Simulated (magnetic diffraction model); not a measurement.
**Moment size from magnetic intensity in MgNb2ZnFe**

Space group P3m1 (no. 156), a = 4.0020 Å, c = 6.4250 Å.

| site | atom | x | y | z |
| --- | --- | --- | --- | --- |
| 1b | Nb | 1/3 | 2/3 | 0.7741 |
| 1a | Nb | 0 | 0 | 0.2298 |
| 1a | Zn | 0 | 0 | 0.6246 |
| 1c | Fe | 2/3 | 1/3 | 0.0229 |
| 1b | Mg | 1/3 | 2/3 | 0.3837 |

The compound is invented for this exercise: a known structure type with other elements, its cell scaled to their sizes and not relaxed.

Only Fe is taken to order (form factors of Fe2+); orders and moment sizes are assumed, and not adapted to the symmetry. Radiation: neutrons of λ = 2.52 Å, 8° to 80°; isotropic B of 0.43 Å² (Nb), 0.39 Å² (Zn), 0.42 Å² (Fe) and 0.5 Å² (Mg). Simulated constant-wavelength pattern: nuclear and magnetic terms add, the magnetic one as |2.695 fm × Σ f S⊥ exp(2πi Q·r) exp(−B s²)|², summed over all Q at one angle with the factor 1/(sin²θ cos θ). For collinear order S is the moment m, which repeats by lattice and centring translations R with the sign exp(−2πi k·R). Free-ion form factors, Sears's scattering lengths of 1992, no absorption; a label names one of the reflections at its angle. The strongest nuclear line in the range is 100, and lines under 0.2 are left out.

In a first state the assumed order is k = (1/2 0 0), collinear moments along [001], 1.75 μB on Fe, with this pattern:

```csv
2θ (°),index,nuclear,magnetic
20.95,(1/2 0 0),0.0,5.5
22.62,(0 0 1),2.8,0.0
31.02,(1/2 0 1),0.0,2.1
36.70,(1/2 -1 0),0.0,1.6
42.64,(1 0 0),2.1,0.0
43.55,(1/2 -1 1),0.0,1.5
46.19,(0 0 2),1.4,0.0
48.80,(1 0 1),63.6,0.0
51.23,(1/2 0 2),0.0,0.2
57.49,(1/2 1 0),0.0,1.0
60.39,(1/2 -1 2),0.0,0.3
62.58,(1/2 1 1),0.0,1.3
64.66,(1 0 2),89.7,0.0
66.09,(3/2 0 0),0.0,0.3
70.83,(3/2 0 1),0.0,0.5
72.08,(0 0 3),3.6,0.0
```
(The table stops after 16 lines; 2 more lie at higher angle.)

**Question.** Nearer the ordering temperature the line at 20.95° has total intensity 2.7 on the same scale, and all moments have shrunk alike. How large is the Fe moment?

The nuclear part, 0.0, stays, so the magnetic part is 2.7 against 5.5. It goes as m², so m = 1.75 × √(2.7/5.5) = 1.23 μB; the value used was 1.22 μB.

[Logs are printed without paths, hosts, clocks, repeated set-up lines and the standing remarks that a program may print on its own settings, such as how far it seeks lower states.]
